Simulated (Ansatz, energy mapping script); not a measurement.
# KMnS2: J from the energies of magnetic orders, part 3 of 3

Aim: the exchange couplings of KMnS2 from the energies of a few collinear orders, and the ordering temperature that they give.

PBE with U = 4 eV on Mn d, ortho-atomic projectors; plane waves, U on orthogonalised atomic orbitals unless named otherwise, collinear spin, no spin–orbit coupling.

So far. Step 9 (Order 5: parallel, cell C of 8 atoms): The run ends ferromagnetic. For each magnetic atom its energy differs from the parallel run of the first cell by 0.25 meV, an error that one common reference would have brought in. Step 10 (Order 6: compensated +−, cell C of 8 atoms): The run ends antiferromagnetic, 33.60 meV a magnetic atom above the parallel order of its cell (energies taken at zero occupation width, not the printed F).

## Step 11: Run 7 (parallel; cell D, 12 atoms)

The parallel order again, as the reference for this cell.

Input file input.yaml:

```yaml
crystal:
  lattice:
    - [3.804481496, 0.0, 0.0]
    - [-1.902240748, 1.902240748, 6.932001885]
    - [0.0, -11.413444488, 0.0]
  atoms:
    - { symbol: K, position: [0.0, 0.0, 0.666666667] }
    - { symbol: K, position: [0.0, 0.0, 0.333333333] }
    - { symbol: K, position: [0.0, 0.0, 0.0] }
    - { symbol: Mn, position: [0.75, 0.5, 0.75], spin: 4.5 }
    - { symbol: Mn, position: [0.75, 0.5, 0.416666667], spin: 4.5 }
    - { symbol: Mn, position: [0.75, 0.5, 0.083333333], spin: 4.5 }
    - { symbol: S, position: [0.643650832, 0.287301664, 0.881216944] }
    - { symbol: S, position: [0.643650832, 0.287301664, 0.547883611] }
    - { symbol: S, position: [0.643650832, 0.287301664, 0.214550277] }
    - { symbol: S, position: [0.356349168, 0.712698336, 0.785449723] }
    - { symbol: S, position: [0.356349168, 0.712698336, 0.452116389] }
    - { symbol: S, position: [0.356349168, 0.712698336, 0.118783056] }
magnetization:
  spin_polarized: true
kpoints:
  mp_grid: { grid: [10, 10, 4] }
hamiltonian:
  xc: pbe
  hubbard:
    sites:
      - { species: Mn, l: d, u_eff: 4.0 }
      - { site: 3, l: d, u_eff: 4.0, starting_ns: [{ spin: up, occupation_matrix: mn2_major }, { spin: down, occupation_matrix: mn2_minor }] }
      - { site: 4, l: d, u_eff: 4.0, starting_ns: [{ spin: up, occupation_matrix: mn2_major }, { spin: down, occupation_matrix: mn2_minor }] }
      - { site: 5, l: d, u_eff: 4.0, starting_ns: [{ spin: up, occupation_matrix: mn2_major }, { spin: down, occupation_matrix: mn2_minor }] }
    projectors: ortho-atomic
    occupation_matrices:
      mn2_major:
        matrix:
          - [0.994, 0.0, 0.0, 0.0, 0.0]
          - [0.0, 0.961, 0.0, 0.0, 0.0]
          - [0.0, 0.0, 0.961, 0.0, 0.0]
          - [0.0, 0.0, 0.0, 0.98, 0.0]
          - [0.0, 0.0, 0.0, 0.0, 0.989]
      mn2_minor:
        matrix:
          - [0.038, 0.0, 0.0, 0.0, 0.0]
          - [0.0, 0.108, 0.0, 0.0, 0.0]
          - [0.0, 0.0, 0.108, 0.0, 0.0]
          - [0.0, 0.0, 0.0, 0.093, 0.0]
          - [0.0, 0.0, 0.0, 0.0, 0.046]
scf:
  occupations: { method: fermi_dirac, width: 0.05 }
output:
  eigenvalues: true
```

Command:

```console
$ ansatz run input.yaml --threads 4 --pin off --max-ram 8192MiB --backend cpu --events-out ev --progress --plain --runs-dir out
```

Numbers of over 12 decimals in the logs are rounded to 6 here.

The log of the run:

```text
[...]
Crystal: 12 atoms, lattice volume = 301.003 Å³
Basis set: ecut = 420 eV, 5887 PW (Γ)
Bands: 73, of which v1, the nominal top of the filled ones, is band 54 counted from 1 (53 counted from 0)
Symmetry: 6 space group operations
[...]
k-points: 117 of 400 (time reversal used)
[...]
Starting moments: Σ|m| = 13.5 μB on 3 of 12 sites
[...]
k-point 0 ↑: bands = [... 50 lower, 3.9557, 3.9557, 4.0726, 4.0727, 4.6256, 4.6256, 4.6877, 4.6877, ... 15 higher]
  k-point 1 ↑: bands = [... 50 lower, 3.8856, 3.9831, 4.1179, 4.1730, 4.4256, 4.4673, 4.7986, 4.8811, ... 15 higher]
  k-point 2 ↑: bands = [... 50 lower, 3.4272, 4.0907, 4.2441, 4.2441, 4.3102, 4.6126, 4.6126, 4.8769, ... 15 higher]
  k-point 116 ↓: bands = [... 50 lower, 7.6843, 7.8663, 8.1628, 8.1905, 8.3154, 8.3293, 8.3482, 8.4417, ... 15 higher]
Occupation matrices written to <dir>
[key lines of the parts left out:]
SCF converged after 16 iterations
Magnetization: 12.0003 μB (60.0002 up, 47.9998 down)
Free energy (F): -21727.126880 eV
Fermi energy:    4.708139 eV
```

Elapsed: 4.9 min, on 4 threads of Arm Neoverse V1, shared host; peak memory 3.7 GiB; 19 min of CPU time.

The run ends ferromagnetic. For each magnetic atom its energy differs from the parallel run of the first cell by 1.29 meV, an error that one common reference would have brought in.

## Step 12: Run 8 (uncompensated ++−; cell D, 12 atoms)

This order reverses 1.33 of the 4 neighbours at 3.80 Å, 2.67 of the 4 neighbours at 5.38 Å and 2.67 of the 8 neighbours at 7.44 Å, counted for an average magnetic atom.

input.yaml: that of step 11 with these lines changed.

```diff
@@ -11,3 +11,3 @@
     - { symbol: Mn, position: [0.75, 0.5, 0.416666667], spin: 4.5 }
-    - { symbol: Mn, position: [0.75, 0.5, 0.083333333], spin: 4.5 }
+    - { symbol: Mn, position: [0.75, 0.5, 0.083333333], spin: -4.5 }
     - { symbol: S, position: [0.643650832, 0.287301664, 0.881216944] }
@@ -29,3 +29,3 @@
       - { site: 4, l: d, u_eff: 4.0, starting_ns: [{ spin: up, occupation_matrix: mn2_major }, { spin: down, occupation_matrix: mn2_minor }] }
-      - { site: 5, l: d, u_eff: 4.0, starting_ns: [{ spin: up, occupation_matrix: mn2_major }, { spin: down, occupation_matrix: mn2_minor }] }
+      - { site: 5, l: d, u_eff: 4.0, starting_ns: [{ spin: up, occupation_matrix: mn2_minor }, { spin: down, occupation_matrix: mn2_major }] }
     projectors: ortho-atomic
```

The log of the run:

```text
[...]
Crystal: 12 atoms, lattice volume = 301.003 Å³
Basis set: ecut = 420 eV, 5887 PW (Γ)
Bands: 73, of which v1, the nominal top of the filled ones, is band 54 counted from 1 (53 counted from 0)
Symmetry: 2 space group operations
[...]
k-points: 117 of 400 (time reversal used)
[...]
Starting moments: Σ|m| = 13.5 μB on 3 of 12 sites
[...]
k-point 0 ↑: bands = [... 50 lower, 4.1196, 4.4693, 4.4878, 4.8864, 4.9059, 5.1094, 5.1206, 5.3478, ... 15 higher]
  k-point 1 ↑: bands = [... 50 lower, 4.1559, 4.4376, 4.4614, 4.8627, 4.9388, 4.9646, 5.1070, 5.3480, ... 15 higher]
  k-point 2 ↑: bands = [... 50 lower, 4.2774, 4.4059, 4.4568, 4.6675, 4.9258, 4.9754, 5.0876, 5.3483, ... 15 higher]
  k-point 116 ↓: bands = [... 50 lower, 3.9458, 4.0927, 4.5805, 7.5930, 7.7030, 8.0599, 8.1242, 8.3110, ... 15 higher]
Occupation matrices written to <dir>
[key lines of the parts left out:]
SCF converged after 17 iterations
Magnetization: 3.7409 μB (55.8705 up, 52.1295 down)
Free energy (F): -21726.898637 eV
Fermi energy:    4.671644 eV
```

Run time: 5.2 min. Hardware: 4 threads; peak memory 3.8 GiB; 20 min of CPU time.

The run ends ferrimagnetic, 80.04 meV a magnetic atom above the parallel order of its cell (energies taken at zero occupation width, not the printed F).

## Step 13: Order 9: parallel, cell E of 12 atoms

The parallel order again, as the reference for this cell.

This run holds the same structure in another cell (b 7.436 → 9.178 Å, c 11.413 → 9.178 Å, α 104.8 → 76.9°, β 90.0 → 78.0°, γ 104.8 → 78.0°).

Input file input.yaml:

```yaml
crystal:
  lattice:
    - [0.0, 3.804481496, 0.0]
    - [5.706722244, 1.902240748, -6.932001885]
    - [-5.706722244, 1.902240748, -6.932001885]
  atoms:
    - { symbol: K, position: [0.0, 0.333333333, 0.666666667] }
    - { symbol: K, position: [0.0, 0.0, 0.0] }
    - { symbol: K, position: [0.0, 0.666666667, 0.333333333] }
    - { symbol: Mn, position: [0.25, 0.25, 0.25], spin: 4.5 }
    - { symbol: Mn, position: [0.25, 0.916666667, 0.583333333], spin: 4.5 }
    - { symbol: Mn, position: [0.25, 0.583333333, 0.916666667], spin: 4.5 }
    - { symbol: S, position: [0.643650832, 0.689682501, 0.023015835] }
    - { symbol: S, position: [0.643650832, 0.356349168, 0.356349168] }
    - { symbol: S, position: [0.643650832, 0.023015835, 0.689682501] }
    - { symbol: S, position: [0.356349168, 0.976984165, 0.310317499] }
    - { symbol: S, position: [0.356349168, 0.643650832, 0.643650832] }
    - { symbol: S, position: [0.356349168, 0.310317499, 0.976984165] }
magnetization:
  spin_polarized: true
kpoints:
  mp_grid: { grid: [10, 10, 10] }
hamiltonian:
  xc: pbe
  hubbard:
    sites:
      - { species: Mn, l: d, u_eff: 4.0 }
      - { site: 3, l: d, u_eff: 4.0, starting_ns: [{ spin: up, occupation_matrix: mn2_major }, { spin: down, occupation_matrix: mn2_minor }] }
      - { site: 4, l: d, u_eff: 4.0, starting_ns: [{ spin: up, occupation_matrix: mn2_major }, { spin: down, occupation_matrix: mn2_minor }] }
      - { site: 5, l: d, u_eff: 4.0, starting_ns: [{ spin: up, occupation_matrix: mn2_major }, { spin: down, occupation_matrix: mn2_minor }] }
    projectors: ortho-atomic
    occupation_matrices:
      mn2_major:
        matrix:
          - [0.994, 0.0, 0.0, 0.0, 0.0]
          - [0.0, 0.961, 0.0, 0.0, 0.0]
          - [0.0, 0.0, 0.961, 0.0, 0.0]
          - [0.0, 0.0, 0.0, 0.98, 0.0]
          - [0.0, 0.0, 0.0, 0.0, 0.989]
      mn2_minor:
        matrix:
          - [0.038, 0.0, 0.0, 0.0, 0.0]
          - [0.0, 0.108, 0.0, 0.0, 0.0]
          - [0.0, 0.0, 0.108, 0.0, 0.0]
          - [0.0, 0.0, 0.0, 0.093, 0.0]
          - [0.0, 0.0, 0.0, 0.0, 0.046]
scf:
  occupations: { method: fermi_dirac, width: 0.05 }
output:
  eigenvalues: true
```

The log of the run:

```text
[...]
Crystal: 12 atoms, lattice volume = 301.003 Å³
Basis set: ecut = 420 eV, 5875 PW (Γ)
Bands: 73, of which v1, the nominal top of the filled ones, is band 54 counted from 1 (53 counted from 0)
Symmetry: 12 space group operations
[...]
k-points: 171 of 1000 (time reversal used)
[...]
Starting moments: Σ|m| = 13.5 μB on 3 of 12 sites
[...]
k-point 0 ↑: bands = [... 50 lower, 4.0724, 4.0727, 4.1729, 4.1729, 4.4717, 4.4717, 4.5781, 4.5781, ... 15 higher]
  k-point 1 ↑: bands = [... 50 lower, 4.0418, 4.0802, 4.1653, 4.1733, 4.4133, 4.5062, 4.5462, 4.6520, ... 15 higher]
  k-point 2 ↑: bands = [... 50 lower, 3.9502, 4.1032, 4.1455, 4.1844, 4.3696, 4.4366, 4.6354, 4.7265, ... 15 higher]
  k-point 170 ↓: bands = [... 50 lower, 7.8059, 7.9851, 8.0044, 8.1213, 8.2990, 8.3024, 8.3244, 8.4293, ... 15 higher]
Occupation matrices written to <dir>
[key lines of the parts left out:]
SCF converged after 16 iterations
Magnetization: 12.0003 μB (60.0002 up, 47.9998 down)
Free energy (F): -21727.128389 eV
Fermi energy:    4.709169 eV
```

Run time: 7.4 min. Hardware: 4 threads; peak memory 5.2 GiB.

The run ends ferromagnetic. For each magnetic atom its energy differs from the parallel run of the first cell by 0.57 meV, an error that one common reference would have brought in.

## Step 14: Order 10: uncompensated ++−, cell E of 12 atoms

This order reverses 1.33 of the 4 neighbours at 3.80 Å, 2.67 of the 4 neighbours at 5.38 Å and 5.33 of the 8 neighbours at 7.44 Å, counted for an average magnetic atom.

input.yaml: that of step 13 with these lines changed.

```diff
@@ -11,3 +11,3 @@
     - { symbol: Mn, position: [0.25, 0.916666667, 0.583333333], spin: 4.5 }
-    - { symbol: Mn, position: [0.25, 0.583333333, 0.916666667], spin: 4.5 }
+    - { symbol: Mn, position: [0.25, 0.583333333, 0.916666667], spin: -4.5 }
     - { symbol: S, position: [0.643650832, 0.689682501, 0.023015835] }
@@ -29,3 +29,3 @@
       - { site: 4, l: d, u_eff: 4.0, starting_ns: [{ spin: up, occupation_matrix: mn2_major }, { spin: down, occupation_matrix: mn2_minor }] }
-      - { site: 5, l: d, u_eff: 4.0, starting_ns: [{ spin: up, occupation_matrix: mn2_major }, { spin: down, occupation_matrix: mn2_minor }] }
+      - { site: 5, l: d, u_eff: 4.0, starting_ns: [{ spin: up, occupation_matrix: mn2_minor }, { spin: down, occupation_matrix: mn2_major }] }
     projectors: ortho-atomic
```

The log of the run:

```text
[...]
Crystal: 12 atoms, lattice volume = 301.003 Å³
Basis set: ecut = 420 eV, 5875 PW (Γ)
Bands: 73, of which v1, the nominal top of the filled ones, is band 54 counted from 1 (53 counted from 0)
Symmetry: 4 space group operations
[...]
k-points: 171 of 1000 (time reversal used)
[...]
Starting moments: Σ|m| = 13.5 μB on 3 of 12 sites
[...]
k-point 0 ↑: bands = [... 50 lower, 4.1326, 4.3507, 4.4214, 4.7903, 4.8905, 5.1258, 5.1955, 5.3989, ... 15 higher]
  k-point 1 ↑: bands = [... 50 lower, 4.1449, 4.3537, 4.4200, 4.7704, 4.8962, 5.0937, 5.1887, 5.3968, ... 15 higher]
  k-point 2 ↑: bands = [... 50 lower, 4.1740, 4.3644, 4.4163, 4.7106, 4.9127, 5.0166, 5.1692, 5.3915, ... 15 higher]
  k-point 170 ↓: bands = [... 50 lower, 3.8992, 3.9843, 4.4906, 7.5798, 7.6949, 8.0831, 8.1057, 8.3119, ... 15 higher]
Occupation matrices written to <dir>
[key lines of the parts left out:]
SCF converged after 21 iterations
Magnetization: 3.7393 μB (55.8696 up, 52.1304 down)
Free energy (F): -21726.872876 eV
Fermi energy:    4.652395 eV
```

Wall time 8.3 min (4 threads); peak memory 5.3 GiB.

The run ends ferrimagnetic, 89.62 meV a magnetic atom above the parallel order of its cell (energies taken at zero occupation width, not the printed F).

## Step 15: The fit

Each energy difference is a sum of couplings weighted by the pairs that the order reverses. A few near shells are fitted to the differences by least squares. Energies are those extrapolated to zero occupation width, not the free energies F.

The orders that converged (zero: parallel moments in the same cell):

```csv
order,atoms,energy (meV a magnetic atom),moments (μB),moments kept as typed,"opposed neighbours at 3.80, 5.38, 7.44 Å"
parallel in cell A,8,0.00,4.16,yes,"0, 0, 0"
compensated +− in cell A,8,121.03,4.15,yes,"2, 4, 4"
parallel in cell B,8,0.00,4.16,yes,"0, 0, 0"
compensated +− in cell B,8,221.17,4.16,yes,"4, 0, 4"
parallel in cell C,8,0.00,4.16,yes,"0, 0, 0"
compensated +− in cell C,8,33.60,4.16,yes,"0, 0, 8"
parallel in cell D,12,0.00,4.16,yes,"0, 0, 0"
uncompensated ++− in cell D,12,80.04,4.16,yes,"1.33, 2.67, 2.67"
parallel in cell E,12,0.00,4.16,yes,"0, 0, 0"
uncompensated ++− in cell E,12,89.62,4.16 to 4.16,yes,"1.33, 2.67, 5.33"
```

Couplings from the energies, with E = −Σ J e·e over ordered pairs:

```csv
pair,distance (Å),neighbours,J (meV)
Mn–Mn,3.80,4,25.6
Mn–Mn,5.38,4,0.149
Mn–Mn,7.44,8,2.07
```

Adding the shell at 7.61 Å gives 26, 0.26, 2.1 and -0.53 meV and a mean-field temperature of 912 K.

In mean field these couplings order at 924 K, at q = 0 (the pattern repeats with the chemical cell).

## Step 16: Finite temperature

Mean field ignores fluctuations and overstates the ordering temperature, so the model is also sampled. The heat capacity peaks where order sets in.

Classical unit spins with these couplings on 10×10×10 copies of a cell that holds the lowest order (1000 spins), heat-bath sweeps, cooled from random directions, 964 sweeps to settle and 2893 measured at each temperature, averaged over 4 runs.

```csv
T (K),order along the lowest pattern,net moment,heat capacity (k_B a spin)
111,0.94,0.94,1.04
190,0.89,0.89,1.10
308,0.81,0.81,1.19
387,0.75,0.75,1.28
465,0.67,0.67,1.38
583,0.49,0.49,1.92
623,0.38,0.38,2.35
662,0.24,0.24,1.72
741,0.12,0.12,0.81
820,0.08,0.08,0.53
938,0.07,0.07,0.37
1017,0.06,0.06,0.30
```

The smoothed heat capacity peaks at 611 K.

## Step 17: Summary of results

```json
{
  "lowest order tried": "parallel",
  "largest fitted value, Mn–Mn at 3.80 Å": "25.6 meV",
  "ordering temperature, mean field": "924 K",
  "heat-capacity peak, Monte Carlo": "611 K"
}
```

In words: Of the orders tried, KMnS2 prefers parallel moments under PBE+U (4 eV), and the heat capacity of the fitted model peaks near 611 K (Monte Carlo, classical spins). The largest fitted coupling is the Mn–Mn pair at 3.80 Å, ferromagnetic at 26 meV, across a ligand at about 104°. The orders also reverse pairs at 7.61 and 8.51 Å, which are not fitted, so the fitted values hold their part too. With 5 differences for 3 couplings the fit misses by 1.5 meV at most, a small part of the spread. In the fitted orders moments change by up to 0.23 % against the parallel run of the same cell, so their size stays put. Every order is gapless on its mesh at this level. In a metal exchange reaches farther, and a short model of fixed moments is less apt; where the compound is in fact an insulator, these couplings come from a wrongly metallic state. Monte Carlo puts the peak at 0.66 of the mean-field temperature, since mean field leaves out fluctuations. In tests on simple cubic and body-centred models such peaks lay 5 to 6 % under the bulk value. The parallel order holds 4 μB a magnetic atom, spin 2; the common factor (S+1)/S would raise the classical 611 K to 917 K, a correction that often overshoots.

[Logs and program files are shortened in this print: banners, set-up blocks, solver, clock and traceback lines can be left out without a mark of their own.]

[Logs are printed without paths, hosts, clocks, repeated set-up lines and the standing remarks that a program may print on its own settings, such as how far it seeks lower states.]

[Hosts, paths, dates, database ids (printed as entryN), source tags and the programs' standing remarks are cut or masked in the printed files.]

[Where a cell is said to come from a database of computed structures, the database is the Materials Project.]
